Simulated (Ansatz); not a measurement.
## How many bands does the GW gap of WSeS (P-3m1) need?

Wanted: a G0W0 gap for WSeS (P-3m1) that is converged in bands and cutoff, or an estimate of the limit.

Calculated with Ansatz 0.2.0; G0W0 on LDA, plane waves, PAW.

## (1) The starting structure

Symmetry: P-3m1, No. 164, trigonal system. The conventional cell has a = 3.248 Å, b = 3.248 Å, c = 13.459 Å, α = 90.00°, β = 90.00°, γ = 120.00°. W has 3 S at 2.42 Å and 3 Se at 2.53 Å nearest. Se has 3 W at 2.53 Å nearest. Nearest to S lie 3 W at 2.42 Å. Farther neighbours and most contacts between anions are not listed.

The cell and positions are those that the Materials Project relaxed with its own functionals (PBE, PBE+U or r2SCAN), kept fixed. Spin-orbit coupling is left out unless a step names it.

## (2) 322 empty bands, screening to 110 eV

Now the one-shot GW correction: screening in the RPA, then the self-energy of the levels asked for. This step takes hard PAW files.

input.yaml

```yaml
crystal:
  lattice:
    - [3.2481130316, 0.0, 0.0]
    - [-1.6240565158, 2.8129483997, 0.0]
    - [0.0, 0.0, 13.4587627587]
  atoms:
    - { symbol: W, position: [0.33333333, 0.66666667, 0.25684664] }
    - { symbol: W, position: [0.66666667, 0.33333333, 0.74315336] }
    - { symbol: Se, position: [0.33333333, 0.66666667, 0.86927589] }
    - { symbol: Se, position: [0.66666667, 0.33333333, 0.13072411] }
    - { symbol: S, position: [0.66666667, 0.33333333, 0.37023793] }
    - { symbol: S, position: [0.33333333, 0.66666667, 0.62976207] }
kpoints:
  mp_grid: { grid: [9, 9, 2] }
hamiltonian:
  xc: lda
  pseudopotentials: { kind: paw, source: ansatz }
scf:
  occupations: { method: fixed }
gw:
  n_empty_bands: 322
  ecut_chi: 110.0
  qp_bands: [v2, c2]
  qp_kpoints: band_edges
  screening: { model: contour_deformation }
```

On the command line:

```console
$ ansatz run input.yaml --threads 4 --pin off --max-ram 138240MiB --backend cuda --events-out ev --progress --plain --runs-dir out --devices 1 --max-vram 26GiB
```

Numbers of over 12 decimals in the logs are rounded to 6 here.

Output:

```text
GPUs: using 1 of 1 available (devices: 1).
Engine: ansatz 0.2.0, x86_64-unknown-linux-gnu
Pseudopotentials: kind: paw
Pseudopotential: W, paw, valence charge 28, recommended cutoff 760 eV (normal), W.paw.azcp
Pseudopotential: Se, paw, valence charge 16, recommended cutoff 580 eV (normal), Se.paw.azcp
Pseudopotential: S, paw, valence charge 6, recommended cutoff 510 eV (normal), S.paw.azcp
Functional definition: SPW92
  exchange = slater_x
  correlation = pw_c
device memory: the entry about to start is reckoned to put 4.3 GiB on a device that reports 55.7 GiB free (of which the cap on the GPU budget leaves the run 26.0 GiB)
GPU FFT provider: cuFFT
GPU libraries: cuBLAS 13.8.2, cuFFT 12.4.0, cuSOLVER 12.3.4
Crystal: 6 atoms, lattice volume = 122.970 Å³
Basis set: ecut = 760 eV, 5875 PW (Γ)
Bands: 60, of which v1, the nominal top of the filled ones, is band 50 counted from 1 (49 counted from 0)
Symmetry: 12 space group operations
Space group: P-3m1 (ITA 164), of the structure as read, at distance tolerance 5.0e-5 Å
k-points: 24 of 162
Non-local potential: W, projectors of the file, l = 0: 3, l = 1: 3, l = 2: 2, l = 3: 3
Non-local potential: Se, projectors of the file, l = 0: 2, l = 1: 2, l = 2: 3, l = 3: 1
Non-local potential: S, projectors of the file, l = 0: 2, l = 1: 2, l = 2: 2
PAW form: soft (Blöchl's): semilocal exchange-correlation on the pseudo side does not see the compensation charge
PAW frozen core: W, regenerated for the run's functional, and the local potential with it (the file was generated under x = pbe(κ = 0.804, μ = 0.219515), c = pbe(β = 0.066725))
PAW frozen core: Se, regenerated for the run's functional, and the local potential with it (the file was generated under x = pbe(κ = 0.804, μ = 0.219515), c = pbe(β = 0.066725))
PAW frozen core: S, regenerated for the run's functional, and the local potential with it (the file was generated under x = pbe(κ = 0.804, μ = 0.219515), c = pbe(β = 0.066725))
PAW one-centre angular grid: W, 590 points (default); XC on 64 Gauss nodes
PAW one-centre angular grid: Se, 590 points (default); XC on 64 Gauss nodes
PAW one-centre angular grid: S, 110 points (default); XC on 64 Gauss nodes
Initial density: superposition of atomic densities (chi_scale 0.1, normalization cell, long waves kept (reshape's long-wave potential 0.26 eV rms))
Initial wavefunctions: pseudopotential atomic-orbital guess
GPU buffer pool allocated for 186624 grid points (all kernels)
GPU transforms: local potential and band sums: pruned to the plane-wave sphere, on 30×30×125
Functional: x = slater, c = lda
SCF iter   1: F=—  HF=-47761.407739 eV  |F-HF|=—  |Δ(HF+E_count)|=         —  Δρ=4.05e-2  dr2=9.16e0  ethr=3.10e-3  ⟨swp⟩=5.0  Hψ=4971  notcnv=0  defer=123
preconditioner: auto → Resta (q_TF=auto, 2.636 Å⁻¹)  ε∞=5.9  [insulator: Δε(μ)=0.771 eV  Ē_g=9.078 eV  n_scr=40 (ndim 8)  ℏωp=20.1 eV  f_vac=0.126  ε∞_Penn≈5.9]
SCF iter   2: F=—  HF=-47760.223119 eV  |F-HF|=—  |Δ(HF+E_count)|=    1.18e0  Δρ=2.35e-2  dr2=1.03e0  ethr=3.10e-3  ⟨swp⟩=3.2  Hψ=2141  notcnv=0  defer=161
SCF iter   3: F=—  HF=-47759.990142 eV  |F-HF|=—  |Δ(HF+E_count)|=   2.33e-1  Δρ=1.18e-2  dr2=3.31e-1  ethr=1.03e-3  ⟨swp⟩=3.0  Hψ=2144  notcnv=0  defer=181
SCF iter   4: F=—  HF=-47759.903634 eV  |F-HF|=—  |Δ(HF+E_count)|=   8.65e-2  Δρ=2.71e-3  dr2=1.16e-2  ethr=3.31e-4  ⟨swp⟩=2.4  Hψ=1850  notcnv=0  defer=186
SCF iter   5: F=—  HF=-47759.901050 eV  |F-HF|=—  |Δ(HF+E_count)|=   2.58e-3  Δρ=1.37e-3  dr2=3.94e-3  ethr=1.16e-5  ⟨swp⟩=3.0  Hψ=2593  notcnv=0  defer=192
SCF iter   6: F=—  HF=-47759.900661 eV  |F-HF|=—  |Δ(HF+E_count)|=   3.89e-4  Δρ=6.20e-4  dr2=9.38e-4  ethr=3.94e-6  ⟨swp⟩=2.1  Hψ=2164  notcnv=0  defer=192
SCF iter   7: F=—  HF=-47759.900610 eV  |F-HF|=—  |Δ(HF+E_count)|=   5.10e-5  Δρ=2.41e-4  dr2=1.11e-4  ethr=9.38e-7  ⟨swp⟩=2.0  Hψ=1734  notcnv=0  defer=191
SCF iter   8: F=—  HF=-47759.900646 eV  |F-HF|=—  |Δ(HF+E_count)|=   3.55e-5  Δρ=7.96e-5  dr2=7.94e-6  ethr=1.11e-7  ⟨swp⟩=2.0  Hψ=2111  notcnv=0  defer=175
SCF iter   9: F=—  HF=-47759.900644 eV  |F-HF|=—  |Δ(HF+E_count)|=   1.29e-6  Δρ=2.91e-5  dr2=1.28e-6  ethr=7.94e-9  ⟨swp⟩=2.0  Hψ=2592  notcnv=0  defer=100
SCF iter  10: F=—  HF=-47759.900645 eV  |F-HF|=—  |Δ(HF+E_count)|=   7.77e-7  Δρ=9.70e-6  dr2=1.03e-7  ethr=1.28e-9  ⟨swp⟩=2.0  Hψ=1709  notcnv=0  defer=100
SCF iter  11: F=-47759.900645 eV  HF=-47759.900645 eV  |F-HF|=1.20e-8  |Δ(HF+E_count)|=   1.12e-7  Δρ=2.63e-6  dr2=1.74e-8  ethr=1.00e-10  ⟨swp⟩=12.1  Hψ=5480  notcnv=0
SCF 1 converged in 11 iterations: F = -47759.900645 eV  dr2 = 1.74e-8
  greatest PAW one-centre occupation: 0.998 electrons in one spin orbital (limit 2), on the W atom at site 0 (counted from 0), in its partial waves of l = 3
device memory: the entry about to start is reckoned to put 4.1 GiB (of the 4.6 GiB reckoned in all, the device holds 0.5 GiB already) on a device that reports 55.2 GiB free (of which the cap on the GPU budget leaves the run 25.5 GiB)
NSCF: frozen V_eff on 24 k-points, pencils in batches of 32, up to order 240
the band table was solved once the SCF had ended and its energy, with any forces and stress, was formed, with the checks that follow a solve (5498 applications of the Hamiltonian). They found nothing against the state; the energy, forces and stress were not computed again (output.eigenvalues in the input reference)
device memory: the entry about to start is reckoned to put 7.3 GiB on a device that reports 55.7 GiB free (of which the cap on the GPU budget leaves the run 26.0 GiB)
NSCF: frozen V_eff on 24 k-points
G₀W₀ screening: q 1/24
[... further progress lines ...]
device memory: the entry about to start is reckoned to put 1.3 GiB on a device that reports 50.0 GiB free (of which the cap on the GPU budget leaves the run 26.0 GiB)
NSCF: frozen V_eff on 1 k-points
device memory: the entry about to start is reckoned to put 1.3 GiB on a device that reports 50.0 GiB free (of which the cap on the GPU budget leaves the run 26.0 GiB)
NSCF: frozen V_eff on 1 k-points
SCF converged after 11 iterations
Free energy (F): -47759.900645 eV
Harris-Foulkes:  -47759.900645 eV  (|F-HF|=1.20e-8)
Internal energy: -47759.900645 eV  (E = F + TS)
E sigma→0 (E₀):  -47759.900645 eV
Fermi energy:    12.408055 eV
--- Per-component energies (eV) ---
  E_band       = -1489.852050
  E_kinetic    = 2112.332496
  E_local      = -35174.734571  (includes V_loc(G=0)·N_el)
  E_nonlocal   = 2201.723039
  E_hartree    = 13378.969639
  E_xc         = -1018.966976
  E_vxc        = -1024.395076  (∫ρ·V_xc dr)
  E_paw        = -18696.781758  (= ΣΔE_a)
  E_vpaw       = 3637.286111  (= ΣTr[D̂ρ^β])
  E_aug_tail   = -0.000126  (compensation charges beyond the density's cutoff)
  E_ewald      = -10572.755955
  E_core_change = 10.313564  (= ΣΔE_core)
  E_smearing   = -0.000000  (= −TS)
  E_closure    = -0.000000  (closes the sum)
  Σ components = -47759.900645   (vs F -47759.900645, Δ=0.00e0)
--- Band table (eV; the first three rows and the last of 24) ---
  k-point 0: bands = [... 46 lower, 10.6497, 10.6915, 11.5375, 12.4081, 14.8723, 14.8723, 14.8859, 14.8859, ... 6 higher]
  k-point 1: bands = [... 46 lower, 10.6427, 10.6427, 11.9280, 12.2955, 14.8703, 14.8703, 14.8855, 14.8855, ... 6 higher]
  k-point 2: bands = [... 46 lower, 10.5189, 11.0703, 11.5455, 12.1375, 14.4134, 14.6362, 14.6731, 14.8485, ... 6 higher]
  k-point 23: bands = [... 46 lower, 9.6860, 9.6860, 11.8972, 11.9588, 13.6028, 13.6028, 14.9513, 15.0672, ... 6 higher]
--- G₀W₀: contour deformation, 7 samples at zero and on the imaginary axis and 2 off it, 162 q-points, 322 empty bands' worth ---
  eigenvalues of the whole cell's RPA ε∞ on this k-mesh (on a slab, of 1 + 4πα/V) = 5.0492, 13.7113, 13.7113; static W/v taken at q = 0 is 0.092663
  bands read: the sum over 372 bands ends inside a degenerate multiplet in 1 slot, whose members it reads at an even weight; the widest, k=23: bands 372 to 373 (counted from 1) at 1/2 each
  gw.qp_kpoints: band_edges: 18 of 24 stored k-points solved, in 1 pass; an edge of the gap read off the rows below is read off those points alone
    valence top: of the k-points left out ik 16 came nearest to being solved in a further pass, in band 50 (counted from 1, as in the quasiparticle table): it holds the edge there only if its correction is more favourable than any solved in that band by at least 0.837 eV; those differ by 0.129 eV
    conduction bottom: of the k-points left out ik 15 came nearest to being solved in a further pass, in band 51 (counted from 1, as in the quasiparticle table): it holds the edge there only if its correction is more favourable than any solved in that band by at least 0.547 eV; those differ by 0.098 eV
    ik  band        ε_KS         Σx   Σc(E_QP)       V_xc       Z   E_QP_lin       E_QP  E_QP is
     0    49     11.5375   -17.7429     0.8976   -16.8732  0.7464    11.5655    11.5655  root
     0    50     12.4081   -19.1941     0.5390   -18.7444  0.7495    12.4974    12.4975  root
     0    51     14.8723   -13.8294    -4.2107   -18.6208  0.7493    15.4600    15.4530  root
     0    52     14.8723   -13.8294    -4.2107   -18.6208  0.7493    15.4600    15.4530  root
     1    49     11.9280   -18.6776     0.6681   -18.0867  0.7505    12.0052    12.0053  root
     1    50     12.2955   -18.9107     0.7256   -18.2236  0.7495    12.3339    12.3339  root
     1    51     14.8703   -13.8193    -4.2086   -18.6058  0.7488    15.4552    15.4482  root
     1    52     14.8703   -13.8193    -4.2086   -18.6058  0.7488    15.4552    15.4482  root
     2    49     11.5455   -18.1314     0.9427   -17.2229  0.7458    11.5797    11.5798  root
     2    50     12.1375   -19.1501     0.7154   -18.5066  0.7487    12.2094    12.2094  root
     2    51     14.4134   -13.3628    -3.9774   -17.8685  0.7565    14.9473    14.9417  root
     2    52     14.6362   -13.7682    -4.1808   -18.5322  0.7543    15.2262    15.2193  root
     3    49     11.7972   -18.8648     0.7538   -18.1909  0.7491    11.8770    11.8771  root
     3    50     12.0923   -19.0019     0.8524   -18.1821  0.7486    12.1250    12.1250  root
     3    51     14.4759   -13.6071    -4.0256   -18.1936  0.7580    15.0431    15.0368  root
     3    52     14.6207   -13.5376    -4.0562   -18.0987  0.7468    15.1314    15.1255  root
     4    49     11.2630   -18.7307     1.1300   -17.6444  0.7416    11.3067    11.3068  root
     4    50     11.4020   -18.8575     1.1309   -17.7501  0.7437    11.4255    11.4255  root
     4    51     13.7330   -12.8616    -3.8441   -17.2167  0.7629    14.2481    14.2440  root
     4    52     14.4660   -14.0480    -4.1431   -18.7397  0.7463    15.0217    15.0146  root
     5    49     11.2888   -18.8720     1.0597   -17.8750  0.7427    11.3514    11.3515  root
     5    50     11.4123   -18.8905     1.1251   -17.7913  0.7437    11.4382    11.4382  root
     5    51     13.9376   -13.4717    -3.9190   -17.9393  0.7606    14.4912    14.4861  root
     5    52     14.2106   -13.3847    -4.0223   -17.9156  0.7512    14.7242    14.7191  root
[...]
22    49     11.8680   -18.3882     0.3875   -18.1145  0.7539    11.9817    11.9818  root
    22    50     11.9956   -18.7931     0.3346   -18.5908  0.7534    12.1278    12.1280  root
    22    51     13.6033   -15.7127    -3.7640   -20.0797  0.7500    14.2119    14.2064  root
    22    52     13.6033   -15.7127    -3.7640   -20.0797  0.7500    14.2119    14.2064  root
    23    49     11.8972   -18.4541     0.3659   -18.2073  0.7541    12.0161    12.0163  root
    23    50     11.9588   -18.6780     0.3540   -18.4502  0.7534    12.0849    12.0851  root
    23    51     13.6028   -15.7109    -3.7639   -20.0778  0.7500    14.2113    14.2058  root
    23    52     13.6028   -15.7109    -3.7639   -20.0778  0.7500    14.2113    14.2058  root
```

Run time: 2.1 min. Hardware: 1 × NVIDIA H100 80GB HBM3 (shared by 3 runs) with 4 threads of AMD EPYC 7R13 (Zen 3), shared host; peak memory 2.7 GiB; 3.9 min of CPU time.

Numbers from this step:

- bands summed: 372
- RPA ε∞ on this mesh (eigenvalues): 5.049, 13.71, 13.71
- plane waves in the screening matrix: 317
- q-points in the mesh: 162
- G0W0 gap on the mesh: 1.546 eV
- k of the valence top: 0, 0, 0
- k of the conduction bottom: 0.1111, 0.2222, 0
- starting gap on the mesh: 1.130 eV
- Z at the valence top: 0.7495
- Z at the conduction bottom: 0.7636
- least direct G0W0 gap on the computed points: 2.078 eV

The gap on the mesh goes from 1.13 eV to 1.55 eV, a correction of +0.42 eV. Between the two edge states, bare exchange in place of the xc potential would open the gap by 4.69 eV, and correlation takes back 4.27 eV.

## (3) 731 empty bands, screening to 190 eV

Bands and screening cutoff are moved together, since each hides the error of the other.

Edit input.yaml of step 2 so:

```diff
@@ -20,4 +20,4 @@
 gw:
-  n_empty_bands: 322
-  ecut_chi: 110.0
+  n_empty_bands: 731
+  ecut_chi: 190.0
   qp_bands: [v2, c2]
```

Output:

```text
GPUs: using 1 of 1 available (devices: 1).
[...]
GPU FFT provider: cuFFT
GPU libraries: cuBLAS 13.8.2, cuFFT 12.4.0, cuSOLVER 12.3.4
Crystal: 6 atoms, lattice volume = 122.970 Å³
Basis set: ecut = 760 eV, 5875 PW (Γ)
Bands: 60, of which v1, the nominal top of the filled ones, is band 50 counted from 1 (49 counted from 0)
Symmetry: 12 space group operations
[...]
k-points: 24 of 162
[...]
GPU buffer pool allocated for 186624 grid points (all kernels)
[...]
SCF iter   1: F=—  HF=-47761.407739 eV  |F-HF|=—  |Δ(HF+E_count)|=         —  Δρ=4.05e-2  dr2=9.16e0  ethr=3.10e-3  ⟨swp⟩=5.0  Hψ=4971  notcnv=0  defer=123
[...]
SCF iter  11: F=-47759.900645 eV  HF=-47759.900645 eV  |F-HF|=1.20e-8  |Δ(HF+E_count)|=   1.12e-7  Δρ=2.63e-6  dr2=1.74e-8  ethr=1.00e-10  ⟨swp⟩=12.1  Hψ=5480  notcnv=0
SCF 1 converged in 11 iterations: F = -47759.900645 eV  dr2 = 1.74e-8
[...]
NSCF: frozen V_eff on 24 k-points, pencils in batches of 32, up to order 240
[...]
NSCF: frozen V_eff on 24 k-points
G₀W₀ screening: q 1/24
[... further progress lines ...]
[...]
SCF converged after 11 iterations
Free energy (F): -47759.900645 eV
[...]
Internal energy: -47759.900645 eV  (E = F + TS)
E sigma→0 (E₀):  -47759.900645 eV
Fermi energy:    12.408055 eV
[...]
--- Band table (eV; the first three rows and the last of 24) ---
  k-point 0: bands = [... 46 lower, 10.6497, 10.6915, 11.5375, 12.4081, 14.8723, 14.8723, 14.8859, 14.8859, ... 6 higher]
  k-point 1: bands = [... 46 lower, 10.6427, 10.6427, 11.9280, 12.2955, 14.8703, 14.8703, 14.8855, 14.8855, ... 6 higher]
  k-point 2: bands = [... 46 lower, 10.5189, 11.0703, 11.5455, 12.1375, 14.4134, 14.6362, 14.6731, 14.8485, ... 6 higher]
  k-point 23: bands = [... 46 lower, 9.6860, 9.6860, 11.8972, 11.9588, 13.6028, 13.6028, 14.9513, 15.0672, ... 6 higher]
[...]
0    49     11.5375   -17.7429     0.6935   -16.8732  0.7439    11.3608    11.3613  root
     0    50     12.4081   -19.1941     0.2895   -18.7444  0.7466    12.2476    12.2479  root
     0    51     14.8723   -13.8294    -4.4481   -18.6208  0.7479    15.2179    15.2157  root
     0    52     14.8723   -13.8294    -4.4481   -18.6208  0.7479    15.2179    15.2157  root
     1    49     11.9280   -18.6776     0.4360   -18.0867  0.7479    11.7728    11.7731  root
     1    50     12.2955   -18.9107     0.4843   -18.2236  0.7468    12.0921    12.0926  root
     1    51     14.8703   -13.8193    -4.4455   -18.6058  0.7474    15.2136    15.2113  root
     1    52     14.8703   -13.8193    -4.4455   -18.6058  0.7474    15.2136    15.2113  root
[...]
23    49     11.8972   -18.4541     0.1339   -18.2073  0.7520    11.7842    11.7844  root
    23    50     11.9588   -18.6780     0.1168   -18.4502  0.7512    11.8477    11.8479  root
    23    51     13.6028   -15.7109    -4.0139   -20.0778  0.7464    13.9576    13.9559  root
    23    52     13.6028   -15.7109    -4.0139   -20.0778  0.7464    13.9576    13.9559  root
```

Elapsed: 4.5 min, on 1 × NVIDIA H100 80GB HBM3 (shared by 3 runs) with 4 threads; peak memory 5.7 GiB.

This step gave:

| Item | Value |
| --- | --- |
| bands summed | 781 |
| RPA ε∞ on this mesh (eigenvalues) | 5.046, 13.59, 13.59 |
| plane waves in the screening matrix | 751 |
| q-points in the mesh | 162 |
| G0W0 gap on the mesh | 1.584 eV |
| k of the valence top | 0, 0, 0 |
| k of the conduction bottom | 0.1111, 0.2222, 0 |
| starting gap on the mesh | 1.130 eV |
| Z at the valence top | 0.7466 |
| Z at the conduction bottom | 0.7616 |
| least direct G0W0 gap on the computed points | 2.069 eV |

Against the run with 9×9×2 mesh, 322 empty bands, screening to 110 eV, hard PAW files, the gap moves by +0.04 eV.

(Part 1 of 2 ends here.)

[Paths, hosts, dates, memory and timing lines, banners, echoed tables and standing remarks are left out of the program output.]

[Logs are printed without paths, hosts, clocks, repeated set-up lines and the standing remarks that a program may print on its own settings, such as how far it seeks lower states.]

[Runs of the session that timed out or met a known fault of the program may be left out.]

[Cells called generated may have been cut or substituted from an entry of the Crystallography Open Database or the Materials Project.]

[Hosts, paths, dates, database ids (printed as entryN), source tags and the programs' standing remarks are cut or masked in the printed files.]
